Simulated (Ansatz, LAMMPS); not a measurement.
# Forces and charges in glassy 76SiO2-9BaO-7SrO-4Li2O-4ZrO2 (mol %) (128 atoms)

Wanted: forces, charges and levels of glassy 76SiO2-9BaO-7SrO-4Li2O-4ZrO2 (mol %) (128 atoms).

Method: Kohn-Sham DFT, LDA, PAW (set soft_2), plane waves, in Ansatz 0.2.0.

**1. Starting point**

The cell holds 128 atoms: 34 Si, 4 Ba, 3 Sr, 4 Li, 2 Zr and 81 O. Cell: a = 12.093 Å, b = 12.093 Å, c = 12.093 Å, α = 90.0°, β = 90.0°, γ = 90.0°. 128 atoms (34 Si, 4 Ba, 3 Sr, 4 Li, 2 Zr, 81 O) placed at random at 2.87 g/cm³, melted at 4000 K for 10 ps at fixed volume with the Morse and Coulomb pair potential with partial charges (Pedone, Malavasi, Menziani, Cormack and Segre, J. Phys. Chem. B 110, 11780 (2006)). Quenched from 4000 K to 300 K at 100 K/ps and fixed volume, held 10 ps at zero pressure, then minimised at fixed cell.

Limits known from the start: The quench rate of 100 K/ps is many orders above laboratory rates, so the cell is likely richer in defects and strain than a real sample. The network of bonds at the start is that of the classical potential that made the cell, and needn't be the one that DFT or experiment would give. Sampling is at Γ alone, for a cell whose shortest periodic width is 12 Å. No spin–orbit coupling is included, so levels derived from the heavy atoms are approximate.

**2. How the cell was made**

A classical potential makes the cell, at a small fraction of what the same run would cost in DFT.

This step: classical MD, Morse and Coulomb pair potential with partial charges (Pedone, Malavasi, Menziani, Cormack and Segre, J. Phys. Chem. B 110, 11780 (2006)) (LAMMPS 22 Jul 2025 - Update 4).

The input, in.lmp:

```
# melt-quench of Si34Ba4Sr3Li4Zr2O81
units metal
atom_style charge
boundary p p p
region box block 0 12.3779 0 12.3779 0 12.3779
create_box 6 box
mass 1 28.0850   # Si
mass 2 137.3270   # Ba
mass 3 87.6200   # Sr
mass 4 6.9400   # Li
mass 5 91.2240   # Zr
mass 6 15.9990   # O
create_atoms 1 random 34 82850 NULL overlap 1.5 maxtry 2000
create_atoms 2 random 4 82857 NULL overlap 1.5 maxtry 2000
create_atoms 3 random 3 82864 NULL overlap 1.5 maxtry 2000
create_atoms 4 random 4 82871 NULL overlap 1.5 maxtry 2000
create_atoms 5 random 2 82878 NULL overlap 1.5 maxtry 2000
create_atoms 6 random 81 82885 NULL overlap 1.5 maxtry 2000
pair_style hybrid/overlay pedone 5.5 coul/long 8.0
pair_coeff * * coul/long
pair_coeff 1 6 pedone 0.340554 2.006700 2.100000 1   # Si-O
pair_coeff 2 6 pedone 0.065011 1.547596 3.393410 5   # Ba-O
pair_coeff 3 6 pedone 0.019623 1.886000 3.328330 3   # Sr-O
pair_coeff 4 6 pedone 0.001114 3.429506 2.681360 1   # Li-O
pair_coeff 5 6 pedone 0.206237 2.479675 2.436997 1   # Zr-O
pair_coeff 6 6 pedone 0.042395 1.379316 3.618701 22   # O-O
set type 1 charge 2.4
set type 2 charge 1.2
set type 3 charge 1.2
set type 4 charge 0.6
set type 5 charge 2.4
set type 6 charge -1.2
kspace_style pppm 1.0e-4
neigh_modify delay 0 every 1 check yes
# [... 22 lines left out ...]
thermo 1666
fix md all npt temp 300 300 0.2 iso 0 0 2
run 5000 post no
unfix md
thermo 100
min_style cg
minimize 0 1e-3 2000 20000
write_dump all custom glass.dump id type xs ys zs modify sort id
```

Run with:

```console
> lmp -in in.lmp -log none -nocite
```

What it wrote:

```text
LAMMPS (22 Jul 2025 - Update 4)
Created orthogonal box = (0 0 0) to (12.3779 12.3779 12.3779)
Created 34 atoms
Created 4 atoms
Created 3 atoms
Created 4 atoms
Created 2 atoms
Created 81 atoms
PPPM initialization ...
  G vector (1/distance) = 0.39108419
  grid = 15 15 15
  estimated relative force accuracy = 3.8137951e-05
   Step          Time           Temp          PotEng         Press         Density
         0   0              0             -2.1031627      610383.43      2.8660166
       100   0.2            0             -15.650934     -26279.676      2.8660166
       106   0.212          0             -15.662794     -27430.489      2.8660166
Loop time of 0.0869338 s on 1 MPI rank(s) for 106 steps with 128 atoms
Minimization stats:
  Stopping criterion = energy tolerance
  Energy initial, next-to-last, final =
     -2.10316266032099  -15.6618515444853  -15.6627943341551
  Force two-norm initial, final = 365.64084 2.1271722
  Iterations, force evaluations = 106 132
[... 12 lines left out ...]
[... 2 lines left out ...]
Loop time of 2.86859 s on 1 MPI rank(s) for 5000 steps with 128 atoms
   Step          Time           Temp          PotEng         Press         Density
[... 12 lines left out ...]
Loop time of 10.2016 s on 1 MPI rank(s) for 18500 steps with 128 atoms
   Step          Time           Temp          PotEng         Press         Density
[... 3 lines left out ...]
     28322   56.644         296.12547     -15.759074     -1300.4643      3.0579984
     29500   59             313.95216     -15.764897      5783.895       3.0737013
Loop time of 3.91078 s on 1 MPI rank(s) for 5000 steps with 128 atoms
   Step          Time           Temp          PotEng         Press         Density
     29500   59             313.95216     -15.764898      5782.0657      3.0737013
     29519   59.038         313.95216     -15.800243      3961.446       3.0737013
Loop time of 0.0448906 s on 1 MPI rank(s) for 19 steps with 128 atoms
Minimization stats:
  Stopping criterion = linesearch alpha is zero
  Energy initial, next-to-last, final =
     -15.7648984051986  -15.8002430683698  -15.8002430683698
  Force two-norm initial, final = 14.447968 0.50019868
  Iterations, force evaluations = 19 71
```

It took 18 s on 1 thread of Arm Neoverse V2, shared host; peak memory 0.076 GiB.

**3. Plane-wave single point**

The electrons are solved once, with the atoms held.

The input, input.yaml:

```yaml
crystal:
  lattice:
    - [12.09259, 0.0, 0.0]
    - [0.0, 12.09259, 0.0]
    - [0.0, 0.0, 12.09259]
  atoms:
    - { symbol: Si, position: [0.48329, 0.95339, 0.30682] }
    - { symbol: Si, position: [0.43926, 0.01319, 0.94553] }
    - { symbol: Si, position: [0.91924, 0.422, 0.61458] }
    - { symbol: Si, position: [0.43566, 0.81399, 0.78712] }
    - { symbol: Si, position: [0.28617, 0.14475, 0.78245] }
    - { symbol: Si, position: [0.11354, 0.6067, 0.00626] }
    - { symbol: Si, position: [0.4426, 0.5485, 0.84974] }
    - { symbol: Si, position: [0.01278, 0.84206, 0.04381] }
    - { symbol: Si, position: [0.37727, 0.13029, 0.16018] }
    - { symbol: Si, position: [0.34078, 0.50525, 0.07812] }
    - { symbol: Si, position: [0.99597, 0.71996, 0.42137] }
    - { symbol: Si, position: [0.60388, 0.98473, 0.66553] }
    - { symbol: Si, position: [0.38757, 0.45835, 0.3246] }
    - { symbol: Si, position: [0.28525, 0.86037, 0.42432] }
    - { symbol: Si, position: [0.04181, 0.16499, 0.7936] }
    - { symbol: Si, position: [0.75666, 0.78295, 0.07994] }
    - { symbol: Si, position: [0.72129, 0.27571, 0.37964] }
    - { symbol: Si, position: [0.78766, 0.3758, 0.06773] }
    - { symbol: Si, position: [0.99843, 0.91875, 0.78705] }
    - { symbol: Si, position: [0.19677, 0.30001, 0.13326] }
    - { symbol: Si, position: [0.71502, 0.95102, 0.42089] }
    - { symbol: Si, position: [0.67378, 0.02567, 0.04458] }
    - { symbol: Si, position: [0.09533, 0.92287, 0.27753] }
    - { symbol: Si, position: [0.59866, 0.2371, 0.15533] }
    - { symbol: Si, position: [0.07117, 0.23591, 0.53352] }
    - { symbol: Si, position: [0.49067, 0.48173, 0.54382] }
    - { symbol: Si, position: [0.89592, 0.13051, 0.0733] }
    - { symbol: Si, position: [0.72637, 0.51484, 0.48499] }
    - { symbol: Si, position: [0.86885, 0.76428, 0.64829] }
    - { symbol: Si, position: [0.04915, 0.60662, 0.74599] }
    - { symbol: Si, position: [0.91762, 0.10575, 0.34019] }
    - { symbol: Si, position: [0.76713, 0.70604, 0.32376] }
    [... 90 atom lines left out ...]
    - { symbol: O, position: [0.8459, 0.51644, 0.54645] }
    - { symbol: O, position: [0.82913, 0.33876, 0.65669] }
    - { symbol: O, position: [0.46039, 0.36076, 0.57173] }
    - { symbol: O, position: [0.93452, 0.76286, 0.53264] }
    - { symbol: O, position: [0.97583, 0.05039, 0.78194] }
    - { symbol: O, position: [0.56952, 0.03079, 0.96066] }
kpoints:
  mp_grid: { grid: [1, 1, 1] }
hamiltonian:
  xc: lda
scf:
  occupations: { method: fermi_dirac, width: 0.05 }
output:
  forces: true
  stress: true
  populations: true
  dos:
    method: { smearing: { sigma: 0.08 } }
    de: 0.1
    projected: { site_lists: { Ba: [Ba], Li: [Li], O: [O], Si: [Si], Sr: [Sr] } }
  eigenvalues: true
  write_density: true
  write_potential: true
  volumetric_format: npy
```

Run with:

```console
> ansatz run input.yaml --threads 8 --pin off --max-ram 15872MiB --backend cpu --events-out ev --progress --plain --runs-dir out
```

What it wrote:

```text
Engine: ansatz 0.2.0, aarch64-unknown-linux-gnu
Pseudopotentials: kind: paw
Pseudopotential: Si, paw, valence charge 4, recommended cutoff 420 eV (normal), Si.paw.azcp
Pseudopotential: Ba, paw, valence charge 10, recommended cutoff 420 eV (normal), Ba.paw.azcp
Pseudopotential: Sr, paw, valence charge 10, recommended cutoff 420 eV (normal), Sr.paw.azcp
Pseudopotential: Li, paw, valence charge 3, recommended cutoff 420 eV (normal), Li.paw.azcp
Pseudopotential: Zr, paw, valence charge 12, recommended cutoff 420 eV (normal), Zr.paw.azcp
Pseudopotential: O, paw, valence charge 6, recommended cutoff 420 eV (normal), O.paw.azcp
[... 3 lines on functional and potentials left out ...]
Crystal: 128 atoms, lattice volume = 1768.308 Å³
Basis set: ecut = 420 eV, 34505 PW (Γ)
Bands: 492, of which v1, the nominal top of the filled ones, is band 364 counted from 1 (363 counted from 0)
Symmetry: 1 space group operations
Space group: P1 (ITA 1), of the structure as read, at distance tolerance 1.2e-4 Å
k-points: 1
[... 18 lines on functional and potentials left out ...]
Initial density: superposition of atomic densities (neutral atoms: chi_scale 0, normalization atom), corrected by the library's trained network
Initial wavefunctions: pseudopotential atomic-orbital guess
Functional: x = slater, c = lda
SCF iter   1: F=—  HF=-108235.856444 eV  |F-HF|=—  |Δ(HF+E_count)|=         —  Δρ=1.35e-2  dr2=2.98e0  ethr=1.77e-3  ⟨swp⟩=7.0  Hψ=2552  notcnv=0  defer=98
preconditioner: auto → Resta (q_TF=auto, 2.353 Å⁻¹)  ε∞=3.4  [insulator: Δε(μ)=3.132 eV  Ē_g=14.889 eV  σ=0.050 eV  W_gap=1.00  n_scr=388 (ndim 8)  ℏωp=23.2 eV  f_vac=0.136  D(μ)=0.00/eV (n_scr^D=0)  ε∞_Penn≈3.4]
SCF iter   2: F=—  HF=-108235.035345 eV  |F-HF|=—  |Δ(HF+E_count)|=   8.21e-1  Δρ=3.93e-3  dr2=1.33e-1  ethr=4.09e-4  ⟨swp⟩=2.0  Hψ=841  notcnv=0  defer=121
SCF iter   3: F=—  HF=-108235.000040 eV  |F-HF|=—  |Δ(HF+E_count)|=   3.53e-2  Δρ=1.72e-3  dr2=4.31e-2  ethr=1.82e-5  ⟨swp⟩=2.0  Hψ=736  notcnv=0  defer=121
SCF iter   4: F=—  HF=-108234.991496 eV  |F-HF|=—  |Δ(HF+E_count)|=   8.54e-3  Δρ=1.08e-3  dr2=1.82e-2  ethr=5.92e-6  ⟨swp⟩=2.0  Hψ=649  notcnv=0  defer=121
SCF iter   5: F=—  HF=-108234.986751 eV  |F-HF|=—  |Δ(HF+E_count)|=   4.74e-3  Δρ=1.84e-4  dr2=1.03e-3  ethr=2.51e-6  ⟨swp⟩=2.0  Hψ=650  notcnv=0  defer=121
SCF iter   6: F=—  HF=-108234.986755 eV  |F-HF|=—  |Δ(HF+E_count)|=   3.84e-6  Δρ=1.02e-4  dr2=1.80e-4  ethr=1.42e-7  ⟨swp⟩=2.0  Hψ=625  notcnv=0  defer=121
SCF iter   7: F=—  HF=-108234.986746 eV  |F-HF|=—  |Δ(HF+E_count)|=   9.04e-6  Δρ=2.81e-5  dr2=1.75e-5  ethr=2.48e-8  ⟨swp⟩=2.0  Hψ=665  notcnv=0  defer=121
SCF iter   8: F=—  HF=-108234.990974 eV  |F-HF|=—  |Δ(HF+E_count)|=   4.23e-3  Δρ=1.05e-5  dr2=2.32e-6  ethr=2.40e-9  ⟨swp⟩=2.0  Hψ=782  notcnv=0  defer=121
SCF iter   9: F=—  HF=-108234.990975 eV  |F-HF|=—  |Δ(HF+E_count)|=   9.14e-7  Δρ=5.99e-6  dr2=6.13e-7  ethr=3.19e-10  ⟨swp⟩=2.0  Hψ=696  notcnv=0  defer=121
SCF iter  10: F=-108234.990975 eV  HF=-108234.990975 eV  |F-HF|=3.13e-8  |Δ(HF+E_count)|=   1.14e-7  Δρ=1.43e-6  dr2=5.95e-8  ethr=1.37e-11  ⟨swp⟩=21.0  Hψ=5035  notcnv=0
SCF 1 converged in 10 iterations: F = -108234.990975 eV  dr2 = 5.95e-8
  greatest PAW one-centre occupation: 1.000 electrons in one spin orbital (limit 2), on the Li atom at site 44 (counted from 0), in its partial waves of l = 0
SCF converged after 10 iterations
Free energy (F): -108234.990975 eV
Harris-Foulkes:  -108234.990975 eV  (|F-HF|=3.13e-8)
Internal energy: -108234.990975 eV  (E = F + TS)
E sigma→0 (E₀):  -108234.990975 eV
Fermi energy:    6.063721 eV
--- Per-component energies (eV) ---
  E_band       = -3669.622955
  E_kinetic    = 18054.813866
  E_local      = -49769.266679  (includes V_loc(G=0)·N_el)
  E_nonlocal   = 5803.451423
  E_hartree    = 18299.472161
  E_xc         = -9331.331446
  E_vxc        = -10687.489159  (∫ρ·V_xc dr)
  E_paw        = -62323.329110  (= ΣΔE_a)
  E_vpaw       = -3670.299480  (= ΣTr[D̂ρ^β])
  E_aug_tail   = 0.211577  (compensation charges beyond the density's cutoff)
  E_ewald      = -28982.483922
  E_core_change = 13.471155  (= ΣΔE_core)
  E_smearing   = -0.000000  (= −TS)
  E_closure    = 0.000000  (closes the sum)
  Σ components = -108234.990975   (vs F -108234.990975, Δ=0.00e0)
--- Forces (eV/Å), atoms counted from 1 ---
  atom   1  Si    -0.02919852    -0.95462350     0.09778490
  atom   2  Si     0.45526532     0.39757439     0.03220243
  atom   3  Si    -0.24582999    -0.10854669    -0.18542672
  atom   4  Si    -0.07353144     1.63574482    -0.44124398
  atom   5  Si    -1.86839544    -0.77499220     0.51229720
  atom   6  Si    -0.07757897    -1.33333600    -1.35916962
  atom   7  Si    -1.78390290    -0.38381779     0.25462070
  atom   8  Si    -0.93776798    -0.60070554    -0.19769939
  atom   9  Si     2.42949143     0.01842474    -1.28557324
  atom  10  Si    -1.73584179    -1.03717304     0.41094268
  atom  11  Si    -0.53101741     0.79865415     0.73094163
  atom  12  Si    -0.57283682     0.29427531    -0.28674157
  atom  13  Si     0.06354122    -0.70563154     0.94352613
  atom  14  Si    -0.05890592    -0.46532530     0.00379264
[...]
atom 127  O     -1.65007534    -0.56222644    -0.01334216
  atom 128  O      0.26201749     0.04619489    -1.10234448
  max |Σ_I F_I| component: 7.53e-4 eV/Å
--- Stress (GPa, compression-positive) ---
       -2.333051      -0.143228      -1.162087
       -0.143228      -1.234504       1.869903
       -1.162087       1.869903      -2.619019
  P = ⅓ Tr σ = -2.0622 GPa (-20.622 kbar)
--- Band table (eV) ---
  k-point 0: bands = ["-43.7704", "-43.7028", "-39.3140", "-38.3374", [... 476 levels ...], "13.0971", "13.1096", "13.1170", "13.1872", "13.1984", "13.2033", "13.2300", "13.2369", "13.2758", "13.3092", "13.3255", "13.3655"]
--- Löwdin populations: 128 sites ---
  site symbol       q [e]
     0     Si      2.3658
     1     Si      2.2671
     2     Si      2.3614
[...]
127      O      6.7777
  spilling = 0.013292 (of n_electrons = 728.000000)
```

Run time: 22 s. Hardware: 8 threads of Arm Neoverse V2, shared host; peak memory 2.6 GiB.

The column dr2 measures how far the density is from self-consistency, as an energy; F and HF (Harris–Foulkes) agree once it is small.

Numbers from this run:

```yaml
free_energy: -108234.9910 eV
free_energy_per_atom: -845.5859 eV/atom
scf_cycles: 10
pressure: -2.062 GPa
r_m_s_force_component: 0.8803 eV/Å
longest_force: 3.325 eV/Å
fermi_energy: 6.064 eV
spacing_of_highest_filled_and_lowest_empty_level: 3.1 eV
spilling_of_the_projection: 0.01329
```

Length of the force by element:

| element | coordination | atoms | mean length of the force (eV/Å) | spread | least | most |
| --- | --- | --- | --- | --- | --- | --- |
| Ba | all | 4 | 0.625 | 0.281 | 0.212 | 0.913 |
| Li | all | 4 | 0.818 | 0.247 | 0.488 | 1.10 |
| O | all | 81 | 1.38 | 0.635 | 0.386 | 3.32 |
| Si | all | 34 | 1.58 | 0.647 | 0.327 | 2.75 |
| Sr | all | 3 | 1.16 | 0.151 | 0.981 | 1.35 |
| Zr | all | 2 | 0.988 | 0.874 | 0.114 | 1.86 |

Löwdin charges by element (they lack the spilled electrons, 0.076 e an atom on average):

| element | coordination | atoms | mean charge (e) | spread | least | most |
| --- | --- | --- | --- | --- | --- | --- |
| Ba | all | 4 | 1.84 | 0.0158 | 1.82 | 1.86 |
| Li | all | 4 | 0.766 | 0.0226 | 0.745 | 0.801 |
| O | all | 81 | -0.820 | 0.0759 | -1.01 | -0.737 |
| Si | all | 34 | 1.68 | 0.0486 | 1.58 | 1.76 |
| Sr | all | 3 | 1.81 | 0.0182 | 1.79 | 1.83 |
| Zr | all | 2 | 1.55 | 0.0116 | 1.54 | 1.57 |

States in the cell by windows of 1 eV, zero at the Fermi level; the larger projections on atomic orbitals stand beside the total:

| from (eV) | to (eV) | total | O p | Si p | O s |
| --- | --- | --- | --- | --- | --- |
| -18 | -17 | 18.4 | 0.4 | 1.1 | 6.2 |
| -17 | -16 | 2.2 | 0.1 | 0.1 | 0.4 |
| -16 | -14 | 0.0 | 0.0 | 0.0 | 0.0 |
| -14 | -13 | 12.3 | 0.4 | 0.1 | 0.1 |
| -13 | -12 | 19.1 | 5.3 | 0.4 | 0.4 |
| -12 | -11 | 14.8 | 9.9 | 1.0 | 0.7 |
| -11 | -10 | 18.1 | 12.6 | 1.9 | 0.9 |
| -10 | -9 | 30.3 | 22.4 | 4.9 | 0.8 |
| -9 | -8 | 34.2 | 26.2 | 6.7 | 0.4 |
| -8 | -7 | 21.0 | 16.2 | 2.7 | 0.9 |
| -7 | -6 | 72.7 | 60.1 | 5.9 | 3.0 |
| -6 | -5 | 81.0 | 71.8 | 3.5 | 1.9 |
| -5 | -4 | 85.7 | 78.9 | 2.3 | 1.1 |
| -4 | -3 | 69.9 | 65.7 | 1.5 | 0.5 |
| -3 | -2 | 45.1 | 42.9 | 0.8 | 0.2 |
| -2 | -1 | 5.7 | 5.4 | 0.1 | 0.0 |
| -1 | 1 | 0.0 | 0.0 | 0.0 | 0.0 |
| 1 | 2 | 2.0 | 0.1 | 0.1 | 0.4 |
| 2 | 3 | 24.5 | 2.1 | 2.0 | 1.1 |
| 3 | 4 | 33.9 | 2.1 | 4.8 | 2.6 |
| 4 | 5 | 48.7 | 3.0 | 9.7 | 3.8 |

The curve was stored every 0.10 eV, coarse against its broadening of 0.08 eV, so these counts are rough.

Between -26 and -18 eV lie 159 more states.

About 38 of the 728 electrons lie in deeper levels, below the stored range.

Not all projections were asked for or kept, so they needn't add up to the total.

The levels nearest the highest filled one (over half full), pooled over k-points and spins:

| level less the highest filled one (eV) | occupation |
| --- | --- |
| -0.562 | 2 |
| -0.54 | 2 |
| -0.464 | 2 |
| -0.432 | 2 |
| -0.216 | 2 |
| 0 | 2 |
| 3.10 | 0 |
| 3.73 | 0 |
| 3.92 | 0 |
| 3.94 | 0 |
| 4.00 | 0 |
| 4.06 | 0 |

Valence density in the bc plane at fractional x = 0.227, with atoms of Si and Li and Zr and O within 0.2 Å of it. It is the smooth field of the valence electrons, not physical close to the nuclei.

Ten steps, logarithmic in the rise over the least value, from '0' (0.0 e/Å³) to '9' (6.5 e/Å³), each cell a mean:
```
0000000000001110113444210000000000
0001221000001110001111100000000000
0013443210012221110000000000000000
0124665311123433211000000000000000
1234554333334443321000000000000000
3444433344443223321000000001122222
6775422334433455421112211011233334
6775311122224688642123321011233235
4543210011124799853233321001233334
2211001122113578755676421001246654
2100013454311234357888631111369985
2000125787421111247888633322479985
1000125786421112345776445543356653
0000013444342124554332234543334321
1000001112897235664211123333345542
1000000001786223443100001112468974
2000000001232211111000000001479985
1000011112333211000000000001246753
0001244433344310000000000000012221
0012478754343311000000000000000000
0012578764244432112222100000000000
0001355543355543234675310000000000
0000122222345543246998520000000000
0000000111123321136887420000000000
```
Columns run along b (12.1 Å), rows up along c (12.1 Å). Atoms in or near the plane, at fractional coordinates: Si at (0.40, 0.76), Si at (0.92, 0.66), Li at (0.33, 0.37), Zr at (0.59, 0.53), O at (0.44, 0.64), O at (0.91, 0.53), O at (0.59, 0.04), O at (0.91, 0.32).

Electrostatic potential energy in the bc plane at fractional x = 0.227, with atoms of Si and Li and Zr and O within 0.2 Å of it. With pseudopotentials it is smooth inside the atoms' cores, unlike the true potential.

Ten even steps from '0' (-42 eV) to '9' (11 eV), each cell a mean:
```
9999899999999999999989999999999999
9999999999999999999999999999999999
9999889999999999999999999999999999
9998768899998788999999999999999999
9987546899874125899999999999999999
9887546889861002789999999999998888
7457778899873114899999999999874346
5348999999988633699999999999840003
7889999999999500288888999999850003
8999999999999843675334789999975357
9999999989999999861000479999961038
9999998436999999851000379999851038
9999998536999999875224689898765689
9999999999878999888888999887535789
9999999998434899779999999998656789
9999999998545899999999999999851159
9999999999888999999999999999950038
9999999999999999999999999999986689
9999999998889999999999999999999999
9999953464247999999999999999999999
9999842340005899999999999999999999
9999987763136799998668999999999999
9998899987788899996103899999999999
9998889999999999997325899999999999
```
Columns run along b (12.1 Å; values clipped at the 3rd and 97th percentile), rows up along c (12.1 Å). Atoms in or near the plane, at fractional coordinates: Si at (0.40, 0.76), Si at (0.92, 0.66), Li at (0.33, 0.37), Zr at (0.59, 0.53), O at (0.44, 0.64), O at (0.91, 0.53), O at (0.59, 0.04), O at (0.91, 0.32).

Mean Löwdin charges: Ba +1.84, Li +0.77, O -0.82, Si +1.68, Sr +1.81, Zr +1.55 e (they miss 1.3 % of the electrons, so they add up to more than the cell's charge).

(Continued in part 2 of 2.)

[Logs are printed without paths, hosts, clocks, repeated set-up lines and the standing remarks that a program may print on its own settings, such as how far it seeks lower states.]

[Hosts, paths, dates, database ids (printed as entryN), source tags and the programs' standing remarks are cut or masked in the printed files.]
